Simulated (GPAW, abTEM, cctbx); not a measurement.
# BiAsS2O: the scripts behind a bonding study

Short scripts, each with its output. The cell comes from substitution in a known structure type and wasn't matched to any measured phase.

## Step 1: Relax the structure

```text
cell
1.0
     3.932000000    0.000000000    0.000000000
     0.000000000    3.932000000    0.000000000
     0.000000000    0.000000000   13.765000000
Bi As S O
2 2 4 2
Direct
0.000000000 0.500000000 0.412500000
0.500000000 0.000000000 0.587500000
0.500000000 0.000000000 0.134300000
0.000000000 0.500000000 0.865700000
0.500000000 0.000000000 0.313100000
0.000000000 0.500000000 0.686900000
0.000000000 0.500000000 0.110200000
0.500000000 0.000000000 0.889800000
0.500000000 0.500000000 0.500000000
0.000000000 0.000000000 0.500000000
```

```python
from ase.constraints import FixSymmetry
from ase.filters import FrechetCellFilter
from ase.io import read, write
from ase.optimize import BFGS
from ase.parallel import parprint
from gpaw import GPAW, PW, FermiDirac

atoms = read("start.vasp")
atoms.set_constraint(FixSymmetry(atoms))
atoms.calc = GPAW(mode=PW(900), xc="PBE", kpts={"size": (4, 4, 1), "gamma": True},
                 occupations=FermiDirac(0.05), maxiter=120, symmetry={"tolerance": 1e-5}, txt="relax.txt")
BFGS(FrechetCellFilter(atoms), maxstep=0.15).run(fmax=0.03, steps=40)
parprint("cell  %.4f %.4f %.4f  %.2f %.2f %.2f" % tuple(atoms.cell.cellpar()))
parprint("volume %.3f A^3, largest force %.3f eV/A, largest stress %.2f GPa" % (atoms.get_volume(), abs(atoms.get_forces()).max(), 160.218 * abs(atoms.get_stress()).max()))
atoms.set_constraint()
write("relaxed.vasp", atoms, direct=True)
```

```console
$ OMP_NUM_THREADS=1 mpirun -n 4 gpaw python run.py > gpaw.log
```

```text
      Step        Energy          fmax
BFGS:    0      -49.636581        1.743400
BFGS:    1      -49.832951        1.527412
BFGS:    2      -50.102352        1.677622
BFGS:    3      -50.234164        0.571836
BFGS:    4      -50.258605        0.559525
BFGS:    5      -50.289589        0.509491
BFGS:    6      -50.331940        0.632619
BFGS:    7      -50.402410        0.572344
BFGS:    8      -50.432124        0.276838
BFGS:    9      -50.438646        0.086937
BFGS:   10      -50.439422        0.066091
BFGS:   11      -50.439964        0.076781
BFGS:   12      -50.441354        0.107991
BFGS:   13      -50.443197        0.186246
BFGS:   14      -50.446742        0.270200
BFGS:   15      -50.450406        0.261986
BFGS:   16      -50.455304        0.184548
BFGS:   17      -50.457483        0.141766
BFGS:   18      -50.458857        0.102690
BFGS:   19      -50.459486        0.115353
BFGS:   20      -50.460522        0.120522
BFGS:   21      -50.461700        0.105000
BFGS:   22      -50.462744        0.075638
BFGS:   23      -50.463452        0.026303
cell  3.8186 3.8186 13.3684  90.00 90.00 90.00
volume 194.938 A^3, largest force 0.022 eV/A, largest stress 0.22 GPa
```

Time: 15 min on 4 cores of Arm Neoverse N1 (shared host), peak memory 1.6 GiB.

## Step 2: Build the all-electron density and subtract free atoms

```text
cell
1.0
     3.818640550    0.000000000    0.000000000
     0.000000000    3.818640550    0.000000000
     0.000000000    0.000000000   13.368418280
Bi As S O
2 2 4 2
Direct
0.000000000 0.500000000 0.400688870
0.500000000 0.000000000 0.599311130
0.500000000 0.000000000 0.126116380
0.000000000 0.500000000 0.873883620
0.500000000 0.000000000 0.294713340
0.000000000 0.500000000 0.705286660
0.000000000 0.500000000 0.109035890
0.500000000 0.000000000 0.890964110
0.500000000 0.500000000 0.500000000
0.000000000 0.000000000 0.500000000
```

```python
import numpy as np
from ase.io import read
from ase.units import Bohr
from gpaw import GPAW, PW, FermiDirac
from gpaw.calculator import GPAW as OldGPAW
from gpaw.mpi import serial_comm, world
from scipy.special import erfc
from scipy.spatial import cKDTree

atoms = read("cell.vasp")
atoms.calc = GPAW(mode=PW(550), xc="PBE", kpts={"size": (5, 5, 2), "gamma": True},
                 occupations=FermiDirac(0.05), maxiter=120, symmetry={"tolerance": 1e-5}, txt="scf.txt")
atoms.get_potential_energy()
rho = atoms.calc.get_all_electron_density(gridrefinement=2)
moments = atoms.get_magnetic_moments() if atoms.calc.get_number_of_spins() == 2 else np.zeros(len(atoms))
total = atoms.get_magnetic_moment() if moments.any() else 0.0
if world.rank == 0:
    free = OldGPAW(mode=PW(550), xc="PBE", txt=None, communicator=serial_comm)
    neutral = atoms.copy()
    neutral.set_initial_magnetic_moments(None)
    free.initialize(neutral)
    free.set_positions(neutral)
    drho = rho - free.get_all_electron_density(gridrefinement=2)
    # GPAW starts from confined atoms: exchange their smooth part for that of the datasets' free atoms
    h = np.stack(np.meshgrid(*[np.fft.fftfreq(n, 1 / n) for n in drho.shape], indexing="ij"), -1)
    gabs = np.linalg.norm(h @ atoms.cell.reciprocal(), axis=-1)
    tails = np.fft.fftn(free.get_pseudo_density(gridrefinement=2))
    g, form, v0 = np.linspace(0, gabs.max(), 1500), {}, 0
    for e in set(atoms.symbols):
        idx = atoms.symbols.search(e)
        d = free.setups[idx[0]].data
        r, w = d.rgd.r_g * Bohr, d.rgd.r_g**2 * d.rgd.dr_g
        j0 = np.sinc(2 * g[:, None] * r)
        smooth = sum(f * p**2 for f, p in zip(d.f_j, d.phit_jg)) + np.sqrt(4 * np.pi) * d.nct_g
        full = sum(f * p**2 for f, p in zip(d.f_j, d.phi_jg)) + np.sqrt(4 * np.pi) * d.nc_g
        phase = sum(np.exp(-2j * np.pi * h @ s) for s in atoms.get_scaled_positions()[idx])
        tails -= np.interp(gabs, g, j0 @ (smooth * w)) * phase * drho.size / atoms.get_volume()
        form[e] = j0 @ (full * w)
        v0 += 2 * np.pi / 3 * 14.3996 * (full * w * r**2).sum() * len(idx)  # V A^3
    tails *= 0.5 * erfc((gabs - 1.8) / 0.25)  # the tails differ at long wavelengths alone
    drho += np.fft.ifftn(tails).real  # crystal minus superposed spherical free atoms
    np.save("drho.npy", drho)
    dv = atoms.get_volume() / drho.size
    print("grid", drho.shape, " electrons %.3f" % (rho.sum() * dv), " moved by bonding %.3f e" % (abs(drho).sum() * dv / 2))
    pts = np.indices(drho.shape).reshape(3, -1).T / drho.shape @ atoms.cell
    shifts = (np.indices((3, 3, 3)).reshape(3, -1).T - 1) @ atoms.cell
    images = (atoms.positions[None] + shifts[:, None]).reshape(-1, 3)
    dist, idx = cKDTree(images).query(pts, k=4)
    out = drho.ravel()[dist[:, 0] > 0.5]
    print("deformation density beyond 0.5 A of the nuclei: max %.3f, min %.3f e/A^3" % (out.max(), out.min()))
    tie = dist < dist[:, :1] + 1e-4
    q = -np.bincount((idx % len(atoms))[tie], (drho.ravel()[:, None] / tie.sum(1, keepdims=True) * tie)[tie], len(atoms)) * dv
    print("atom        x       y       z   Voronoi charge  moment")
    for a, s, c, m in zip(atoms, atoms.get_scaled_positions(), q, moments):
        print("%-2s%-3d %7.4f %7.4f %7.4f %10.3f %10.2f" % (a.symbol, a.index + 1, *s, c, m))
    np.savez("free.npz", g=g, **form)
    print("mean inner potential of superposed free atoms %.3f V" % (v0 / atoms.get_volume()))
    print("total magnetic moment %.3f muB" % total)
```

```console
$ OMP_NUM_THREADS=1 mpirun -n 4 gpaw python run.py > gpaw.log
```

```text
grid (42, 42, 150)  electrons 312.000  moved by bonding 2.341 e
deformation density beyond 0.5 A of the nuclei: max 0.207, min -0.122 e/A^3
atom        x       y       z   Voronoi charge  moment
Bi1    0.0000  0.5000  0.4007      0.485       0.00
Bi2    0.5000  0.0000  0.5993      0.485       0.00
As3    0.5000  0.0000  0.1261      0.283       0.00
As4    0.0000  0.5000  0.8739      0.283       0.00
S 5    0.5000  0.0000  0.2947     -0.244       0.00
S 6    0.0000  0.5000  0.7053     -0.244       0.00
S 7    0.0000  0.5000  0.1090     -0.230       0.00
S 8    0.5000  0.0000  0.8910     -0.230       0.00
O 9    0.5000  0.5000  0.5000     -0.295       0.00
O 10   0.0000  0.0000  0.5000     -0.295       0.00
mean inner potential of superposed free atoms 16.311 V
total magnetic moment 0.000 muB
```

Time: 46 s.

## Step 3: Fourier-transform the difference

```python
from cctbx import adptbx, crystal, miller, xray
from cctbx.eltbx import tiny_pse
import numpy as np

cs = crystal.symmetry(unit_cell=(3.8186, 3.8186, 13.3684, 90, 90, 90), space_group_symbol='Hall: P 4ab 2ab -1ab')  # P4/nmm
atoms = [  # label, site, U (iso, or U11 U22 U33 U12 U13 U23 in A^2), occupancy
    ("Bi1", (0, 0.5, 0.40069), 0.0000, 1),
    ("As1", (0.5, 0, 0.12612), 0.0000, 1),
    ("S1", (0.5, 0, 0.29471), 0.0000, 1),
    ("S2", (0, 0.5, 0.10904), 0.0000, 1),
    ("O1", (0.5, 0.5, 0.5), 0.0000, 1),
]
xs = xray.structure(crystal_symmetry=cs)
for label, site, u, occ in atoms:
    u = adptbx.u_cif_as_u_star(cs.unit_cell(), u) if isinstance(u, tuple) else u
    xs.add_scatterer(xray.scatterer(label, site=site, u=u, occupancy=occ))
xs.scattering_type_registry(table="wk1995")
drho = np.load("drho.npy")
T = np.array([[1, 0, 0], [0, 1, 0], [0, 0, 1]])  # conventional axes in terms of the primitive ones
dF = np.fft.ifftn(drho) * 194.93848  # electrons a conventional cell, indexed by primitive hkl
ms = miller.build_set(cs, anomalous_flag=False, d_min=0.9).sort("resolution")
iam = ms.structure_factors_from_scatterers(xs, algorithm="direct").f_calc()
p1 = xs.expand_to_p1()
z = np.array([tiny_pse.table(sc.scattering_type).atomic_number() for sc in p1.scatterers()])
x = np.array(p1.sites_frac())
free = np.load("free.npz")
print("static structure factors of the conventional cell: F in electrons, V (Mott-Bethe) in volts")
print("   h  k  l      d  |F| table  |F| free   |F| DFT   change   |V| free  |V| DFT  change %")
for h, d, table in list(zip(ms.indices(), ms.d_spacings().data(), iam.data()))[:16]:
    df = dF[tuple(np.rint(np.linalg.solve(T, h)).astype(int))]
    phase = np.exp(2j * np.pi * x @ h)
    f = sum(np.interp(1 / d, free["g"], free[sc.scattering_type]) * p for sc, p in zip(p1.scatterers(), phase))
    fz = (z * phase).sum()
    c = 14.3996 * d * d / (np.pi * cs.unit_cell().volume())
    v0, v1 = abs(fz - f) * c, abs(fz - f - df) * c
    print("%4d%3d%3d %7.4f %9.3f %9.3f %9.3f %8.3f %9.3f %8.3f %8s" % (h + (d, abs(table), abs(f), abs(f + df), abs(f + df) - abs(f), v0, v1, "%.1f" % (100 * (v1 / v0 - 1)) if v0 > 0.02 else "-")))
```

```console
$ python run.py
```

```text
static structure factors of the conventional cell: F in electrons, V (Mott-Bethe) in volts
   h  k  l      d  |F| table  |F| free   |F| DFT   change   |V| free  |V| DFT  change %
   0  0  1 13.3684    87.917    87.877    87.887    0.009     2.499    2.459     -1.6
   0  0  2  6.6842    45.868    45.804    45.839    0.035     1.287    1.250     -2.9
   0  0  3  4.4561     3.692     3.654     3.852    0.198     0.826    0.734    -11.2
   1  0  1  3.6717    38.533    38.456    38.374   -0.082     0.330    0.356      7.9
   0  0  4  3.3421   174.793   174.857   173.888   -0.968     6.126    6.381      4.2
   1  0  2  3.3157   159.450   159.374   158.694   -0.680     4.042    4.218      4.4
   1  0  3  2.8996   137.474   137.428   137.768    0.340     4.950    4.882     -1.4
   1  1  0  2.7002   230.809   230.940   230.605   -0.335     8.410    8.468      0.7
   0  0  5  2.6737    49.734    49.648    48.719   -0.929     1.170    1.014    -13.3
   1  1  1  2.6467    55.020    55.001    54.215   -0.786     0.242    0.372     53.5
   1  0  4  2.5149    94.519    94.504    94.674    0.169     2.957    2.932     -0.9
   1  1  2  2.5036    18.181    18.211    17.504   -0.707     0.469    0.365    -22.2
   1  1  3  2.3093    20.590    20.514    21.211    0.698     0.760    0.673    -11.5
   0  0  6  2.2281   109.353   109.400   108.761   -0.638     2.691    2.765      2.8
   1  0  5  2.1902    30.486    30.458    30.256   -0.202     0.808    0.831      2.8
   1  1  4  2.1003   176.789   176.694   177.186    0.492     5.548    5.497     -0.9
```

Time: 0.44 s on 1 core of Arm Neoverse N1 (shared host), peak memory 0.08 GiB.

## Step 4: Rock the beam across one reflection

```python
import abtem
import numpy as np
from ase.build import make_supercell
from ase.io import read

abtem.config.set({"dask.lazy": False, "fft": "fftw", "diagnostics.progress_bar": False})
M = [[0, 1, 0], [0, 0, 1], [1, 0, 0]]  # rows: x, y and beam direction in the primitive cell's axes
unit = make_supercell(read("cell.vasp"), M)
unit.set_cell(list(unit.cell.lengths()) + [90, 90, 90], scale_atoms=True)
unit.positions[:, 2] += 0.9547  # keeps atomic planes off the slice boundaries
unit.wrap()
slab = unit * (1, 1, 132)
print(slab.get_chemical_formula(), "| box %.2f x %.2f x %.2f A" % tuple(slab.cell.lengths()))

# change of the potential by bonding, from the DFT deformation density (Poisson's equation term by term)
drho = np.load("drho.npy")
prim = read("cell.vasp")
h = np.stack(np.meshgrid(*[np.fft.fftfreq(n, 1 / n) for n in drho.shape], indexing="ij"), -1).reshape(-1, 3).astype(int)
g2 = ((h @ prim.cell.reciprocal()) ** 2).sum(1)
keep = (g2 > 0) & (g2 < 2.5**2)
shape = (85, 298, 22)
vg = np.zeros(shape, complex)
hm = h[keep] @ np.array(M).T
move = np.exp(-2j * np.pi * hm[:, 2] * (0.9547 / unit.cell[2, 2] - 0.5 / shape[2]))  # the same shift, sampled at mid-points
vg[tuple(hm.T % np.array(shape)[:, None])] = -14.3996 / np.pi * (np.fft.fftn(drho).ravel() / drho.size)[keep] / g2[keep] * move
dV = np.fft.ifftn(vg).real * vg.size
dV = dV.reshape(85, 298, 2, 11).mean(3) * unit.cell[2, 2] / 2  # V A, projected in each slice
dV = np.tile(dV.transpose(2, 0, 1), (132, 1, 1))


def build(atoms):
    p = abtem.Potential(atoms, gpts=(85, 298), slice_thickness=[slab.cell[2, 2] / 264] * 264,
                        parametrization="lobato", projection="infinite", exit_planes=66).build()
    p.array[:] += BONDING * dV
    return p


def potentials():
    yield build(slab)  # atoms at rest


for label, BONDING in (("IAM", 0.0), ("DFT", 1.0)):
    print("=====", label)
    potential = build(slab)
    print("grid", potential.gpts, "slices", potential.num_slices)
    thickness = potential.exit_thicknesses
    h = np.array(M) @ np.linalg.solve(np.array([[1, 0, 0], [0, 1, 0], [0, 0, 1]]), [0, 0, 1])
    ix, iy = round(h[0]) * 1, round(h[1]) * 1
    gxy = h[:2] / unit.cell.lengths()[:2]
    along = gxy / np.hypot(*gxy)
    across = np.array([-along[1], along[0]])
    bragg = 500 * abtem.PlaneWave(energy=100000).wavelength * np.hypot(*gxy)
    print("Bragg angle %.3f mrad; beam tilted 46 mrad off the zone axis across the row" % bragg)
    print("dark-field intensity of 0 0 1 against tilt along the row, in Bragg angles")
    print("  t (A)" + "".join("%8.2f" % s for s in [0.2, 0.4, 0.6, 0.8, 1.0, 1.2, 1.4, 1.6, 1.8, 2.0, 2.2, 2.4, 2.6]))
    rows = []
    row = [(n * ix, n * iy) for n in range(-8, 9)]
    for s in [0.2, 0.4, 0.6, 0.8, 1.0, 1.2, 1.4, 1.6, 1.8, 2.0, 2.2, 2.4, 2.6]:
        tilt = -s * bragg * along + 46 * across
        dp = abtem.PlaneWave(energy=100000, tilt=tuple(tilt)).multislice(potential).diffraction_patterns(max_angle="valid").array
        rows.append(dp[:, dp.shape[1] // 2 + ix, dp.shape[2] // 2 + iy])
        if s == 1.0:
            cx, cy = dp.shape[1] // 2, dp.shape[2] // 2
            share = sum(dp[:, cx + i, cy + j] for i, j in row if abs(i) < cx and abs(j) < cy) / dp.sum(axis=(1, 2))
            total = dp.sum(axis=(1, 2))
    for t, a in list(zip(thickness, np.array(rows).T))[1:]:
        print("%7.1f" % t + "".join("%8.4f" % v for v in a))
    print("at the Bragg tilt, share in the row:", share[1:].round(3).tolist(), "total:", total[1:].round(3).tolist())
```

```console
$ python run.py
```

```text
As264Bi264O264S528 | box 3.82 x 13.37 x 504.06 A
===== IAM
grid (85, 298) slices 264
Bragg angle 1.384 mrad; beam tilted 46 mrad off the zone axis across the row
dark-field intensity of 0 0 1 against tilt along the row, in Bragg angles
  t (A)    0.20    0.40    0.60    0.80    1.00    1.20    1.40    1.60    1.80    2.00    2.20    2.40    2.60
  126.0  0.0121  0.0121  0.0121  0.0121  0.0121  0.0122  0.0122  0.0122  0.0123  0.0123  0.0123  0.0124  0.0124
  252.0  0.0198  0.0214  0.0225  0.0228  0.0227  0.0228  0.0224  0.0213  0.0198  0.0183  0.0172  0.0165  0.0166
  378.0  0.0198  0.0330  0.0467  0.0572  0.0614  0.0571  0.0465  0.0326  0.0193  0.0095  0.0039  0.0012  0.0005
  504.1  0.0075  0.0151  0.0196  0.0212  0.0228  0.0217  0.0202  0.0159  0.0083  0.0054  0.0094  0.0211  0.0391
at the Bragg tilt, share in the row: [0.6320000290870667, 0.33899998664855957, 0.3580000102519989, 0.382999986410141] total: [0.9940000176429749, 0.9890000224113464, 0.9810000061988831, 0.9700000286102295]
===== DFT
grid (85, 298) slices 264
Bragg angle 1.384 mrad; beam tilted 46 mrad off the zone axis across the row
dark-field intensity of 0 0 1 against tilt along the row, in Bragg angles
  t (A)    0.20    0.40    0.60    0.80    1.00    1.20    1.40    1.60    1.80    2.00    2.20    2.40    2.60
  126.0  0.0102  0.0102  0.0102  0.0102  0.0102  0.0103  0.0103  0.0103  0.0103  0.0104  0.0104  0.0104  0.0104
  252.0  0.0228  0.0249  0.0265  0.0270  0.0270  0.0269  0.0263  0.0247  0.0226  0.0204  0.0185  0.0170  0.0163
  378.0  0.0215  0.0349  0.0488  0.0596  0.0641  0.0596  0.0487  0.0346  0.0210  0.0108  0.0047  0.0014  0.0002
  504.1  0.0096  0.0169  0.0207  0.0213  0.0220  0.0218  0.0214  0.0178  0.0106  0.0075  0.0106  0.0220  0.0413
at the Bragg tilt, share in the row: [0.621999979019165, 0.3310000002384186, 0.36000001430511475, 0.38199999928474426] total: [0.9940000176429749, 0.9879999756813049, 0.9810000061988831, 0.9679999947547913]
```

Time: 61 s.

[Outputs are excerpts: Python notices, other lines and further rows are left out; steps that failed or that the build refused (PBEsol, TPSS) are not shown.]

[Logs are printed without paths, hosts, clocks, repeated set-up lines and the standing remarks that a program may print on its own settings, such as how far it seeks lower states.]
